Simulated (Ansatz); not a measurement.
# Photoemission of Si(111) with OH on 50 % of the top atoms and H on the rest, part 2 of 2

Aim: core-level components, unfolded bands and work function of Si(111) with OH on 50 % of the top atoms and H on the rest.

Ansatz 0.2.0; DFT, PBE, plane-wave PAW, default files, scalar-relativistic.

So far, gap on the k-mesh (eV): step 2 (relaxation) 1.05.

## Step 3: Bands by layer (continued)

Regions along c: top from 15.2 to 21.7 Å, middle from 9.8 to 14.9 Å, bottom from 3.0 to 9.5 Å.

States with weight above 0.08 nearest the zero at K of the zone, within the window kept, -7.4 to 4.9 eV (levels that the program groups as degenerate share a row):

```tsv
E (eV)	weight, total	weight, top	weight, middle	weight, bottom
-2.78	0.13	0.07	0.04	0.01
-2.42	0.16	0.04	0.10	0.02
-2.30	0.96	0.09	0.59	0.24
-2.19	0.66	0.16	0.43	0.06
-1.78	0.18	0.09	0.08	0.01
2.13	0.79	0.13	0.55	0.09
2.52	0.56	0.07	0.32	0.14
2.58	0.55	0.10	0.30	0.12
2.64	0.66	0.08	0.36	0.19
2.76	0.39	0.06	0.21	0.10
```

States with weight above 0.08 nearest the zero at Γ of the zone, within the window kept, -7.4 to 4.9 eV (levels that the program groups as degenerate share a row):

```tsv
E (eV)	weight, total	weight, top	weight, middle	weight, bottom
-1.96	0.10	0.04	0.03	0.02
-1.39	0.90	0.14	0.52	0.21
-0.90	1.00	0.06	0.71	0.17
-0.89	0.99	0.05	0.71	0.19
-0.46	0.99	0.20	0.25	0.43
-0.43	0.98	0.18	0.26	0.45
-0.03	0.99	0.20	0.49	0.23
0.00	0.98	0.21	0.48	0.20
1.54	0.39	0.18	0.17	0.02
1.79	0.70	0.08	0.45	0.14
```

States with weight above 0.08 nearest the zero at M of the zone, within the window kept, -7.4 to 4.9 eV (levels that the program groups as degenerate share a row):

```tsv
E (eV)	weight, total	weight, top	weight, middle	weight, bottom
-1.85	0.49	0.10	0.23	0.14
-1.76	0.44	0.07	0.15	0.19
-1.33	0.57	0.11	0.29	0.14
-1.16	0.44	0.14	0.21	0.05
1.06	0.63	0.06	0.43	0.10
1.07	0.37	0.04	0.25	0.07
1.60	0.52	0.09	0.30	0.11
1.70	0.50	0.11	0.17	0.17
1.73	0.52	0.11	0.12	0.23
1.77	0.45	0.07	0.22	0.14
```

The largest force component on a free atom is 0.002 eV/Å, so the atoms are at rest for these settings too.

## Step 4: Core holes

XPS shifts tell sites apart. Each chosen atom gets a core hole in a self-consistent pass of its own.

Contents of input.yaml:

```yaml
crystal:
  lattice:
    - [7.6791796437, 0.0, 0.0]
    - [3.8395898218, 6.6503646517, 0.0]
    - [0.0, 0.0, 24.6337769138]
  atoms:
    - { symbol: H, position: [0.0851488147, 0.0138316145, 0.7191007899] }
    - { symbol: H, position: [0.5851488147, 0.0138316145, 0.7191007899] }
    - { symbol: O, position: [-0.0116136615, -0.0094789493, 0.6997978632] }
    - { symbol: O_h, position: [0.4883863385, -0.0094789493, 0.6997978632] }
    - { symbol: H, position: [0.0011056138, 0.4978066855, 0.6917620396] }
    - { symbol: H, position: [0.5011056138, 0.4978066855, 0.6917620396] }
    - { symbol: Si_h, position: [-0.000562578, -0.0025607089, 0.6315037534] }
    - { symbol: Si, position: [0.499437422, -0.0025607089, 0.6315037534] }
    - { symbol: Si, position: [0.0011790059, 0.4980799479, 0.6307137553] }
    - { symbol: Si_h, position: [0.5011790059, 0.4980799479, 0.6307137553] }
    - { symbol: Si_h, position: [0.834629961, 0.3311513503, 0.5994344329] }
    - { symbol: Si, position: [0.334629961, 0.3311513503, 0.5994344329] }
    - { symbol: Si, position: [0.8328377323, 0.8316463319, 0.5995000425] }
    - { symbol: Si, position: [0.3328377323, 0.8316463319, 0.5995000425] }
    - { symbol: Si, position: [0.8337085119, 0.3329487865, 0.5035346077] }
    - { symbol: Si, position: [0.3337085119, 0.3329487865, 0.5035346077] }
    - { symbol: Si, position: [0.8331060703, 0.8338766253, 0.5034557355] }
    - { symbol: Si, position: [0.3331060703, 0.8338766253, 0.5034557355] }
    - { symbol: Si_h, position: [0.1666850843, 0.1669368371, 0.4710287065] }
    - { symbol: Si, position: [0.6666850843, 0.1669368371, 0.4710287065] }
    - { symbol: Si, position: [0.1667717749, 0.6665887413, 0.4711273826] }
    - { symbol: Si, position: [0.6667717749, 0.6665887413, 0.4711273826] }
    - { symbol: Si, position: [0.166666667, 0.166666667, 0.375247085] }
    - { symbol: Si, position: [0.666666667, 0.166666667, 0.375247085] }
    - { symbol: Si, position: [0.166666667, 0.666666667, 0.375247085] }
    - { symbol: Si, position: [0.666666667, 0.666666667, 0.375247085] }
    - { symbol: Si, position: [0.0, 0.0, 0.343430893] }
    - { symbol: Si, position: [0.5, 0.0, 0.343430893] }
    - { symbol: Si, position: [0.0, 0.5, 0.343430893] }
    - { symbol: Si, position: [0.5, 0.5, 0.343430893] }
    - { symbol: H, position: [0.0, 0.0, 0.284162677] }
    - { symbol: H, position: [0.5, 0.0, 0.284162677] }
    - { symbol: H, position: [0.0, 0.5, 0.284162677] }
    - { symbol: H, position: [0.5, 0.5, 0.284162677] }
kpoints:
  mp_grid: { grid: [3, 3, 1] }
scf:
  occupations: { method: fermi_dirac, width: 0.02 }
  n_extra_bands: 24
hamiltonian:
  xc: pbe
  pseudopotentials: { kind: paw }
output:
  forces: true
  write_potential: true
  volumetric_format: []
  core_levels:
    shells: { O_h: "1s", Si_h: "2p" }
    counted_from: conduction_bottom
    add_spin: always
efield:
  axis: 3
  dipole_correction: true
```

Run with:

```sh
$ ansatz run input.yaml --threads 4 --pin off --max-ram 11264MiB --backend cpu --events-out ev --progress --plain --runs-dir out
```

The job ended after 5 min (4 threads of Arm Neoverse V2, shared host; peak memory 2.9 GiB; 20 min of CPU time).

Numbers from this step:

```
symmetry operations : 1
```

Each level is the free energy with the hole less that without it. The electron stays in the lowest empty state, so these are excitation energies, not binding energies. The hole's nearest image is 7.7 Å away.

```tsv
atom	region	shell	level (eV)	shift (eV)	j lines (eV)	doubts
O4	adsorbate	1s	531.66	-	-	-
Si7	layer 1	2p	100.58	+0.68	100.99 / 100.38	-
Si10	layer 1	2p	100.05	+0.15	100.46 / 99.85	-
Si11	layer 2	2p	99.86	-0.04	100.27 / 99.66	-
Si19	middle	2p	99.91	+0.00	100.31 / 99.70	-
```

Levels of p, d and f shells are means over their two j lines, weighted by degeneracy; the splitting comes from the atom's own solve. Shifts count from the last listed atom of each element. With the electron kept in the cell, its attraction to the hole differs by site and enters these shifts.

The intensity has structure finer than the step of the table below, so its rows give means over 0.2 eV, whole bins alone (the curve runs from 98.2 to 102 eV). Peaks (eV: height): 99.74: 100, 100.34: 86.9.

The Si 2p lines of the listed atoms alone (other atoms of the cell aren't counted), as Gaussians 0.5 eV wide, no depth weighting. The intensity by Si 2p level; means over each step:

Si 2p level (eV), intensity (%) and a bar:
```
     98.6          0 
     98.8          0 
     99.0          1 
     99.2          7 ##
     99.4         34 ###########
     99.6         82 ##########################
     99.8         96 ##############################
    100.0         74 #######################
    100.2         77 ########################
    100.4         82 ##########################
    100.6         51 ################
    100.8         25 ########
    101.0         19 ######
    101.2         11 ###
    101.4          3 #
    101.6          0 
    101.8          0 
    102.0          0
```

## Step 5: Outcome

```yaml
ionisation_potential: 4.53 eV (upper face; lower face 4.62 eV)
electron_affinity_kohn_sham: 3.47 eV (slab's lowest empty level against the upper vacuum)
si_core_shifts_among_the_listed_atoms_from_the_last_listed_one: -0.04 to +0.68 eV
```

**Reading.** The valence top of Si(111) with OH on 50 % of the top atoms and H on the rest lies 4.53 eV (upper face; lower face 4.62 eV) below the vacuum and the lowest empty level 3.47 eV below the vacuum of the upper face. Only the strongest levels a point were stored, too few to count surface states. The upper face's value lies 0.09 eV below that of the hydrogen-covered lower face; the difference is the dipole step of the groups. Core shifts: Si -0.04 to +0.68 eV. Among the sites run, the most bound Si 2p level is that of Si7 (layer 1), bonded to 3 Si and 1 O; the least bound, 0.72 eV shallower, that of Si11 (layer 2), bonded to 4 Si. That is the order that electronegative neighbours give as a rule, though screening of the hole enters too. These are excitation energies with the electron kept in the cell, so its attraction to the hole, which differs by site, enters the order. At 21.2 eV the valence spectrum has its highest listed peaks within 10.8 eV at 1.6 eV (O 2p), 2.9 eV (O 2p), 4.1 eV (O 2p), 8.0 eV (O 2p) and 9.1 eV (O 2p). At 1486.7 eV the valence spectrum has its highest listed peaks within 13 eV at 1.7 eV (Si 3p), 2.9 eV (Si 3p), 3.8 eV (mixed, Si 3p leading), 6.5 eV (Si 3s) and 9.4 eV (Si 3s). The shell named is the one with most of the intensity, cross sections included, not always the one with most states there. In the main run, from 1486.7 eV towards hard X-rays the Si 3s share grows by 22 points, as its cross section falls more slowly with photon energy than those of the shells it gains on. The spectra rest on a 3×3×1 mesh, so closely spaced maxima can be ripples of the mesh. The slab's own atoms span 7.1 Å, so bulk bands appear as a few quantum-well levels, and states of the two faces can mix. The affinity uses the Kohn–Sham gap, which is too small, so the true affinity is lower and the true ionisation potential usually higher.

[Logs are printed without paths, hosts, clocks, repeated set-up lines and the standing remarks that a program may print on its own settings, such as how far it seeks lower states.]

[Hosts, paths, dates, database ids (printed as entryN), source tags and the programs' standing remarks are cut or masked in the printed files.]

[Maps of the electrostatic potential energy from Ansatz leave out the sawtooth potential of an applied field or a dipole correction, so their vacuum need not be flat; work functions include it.]
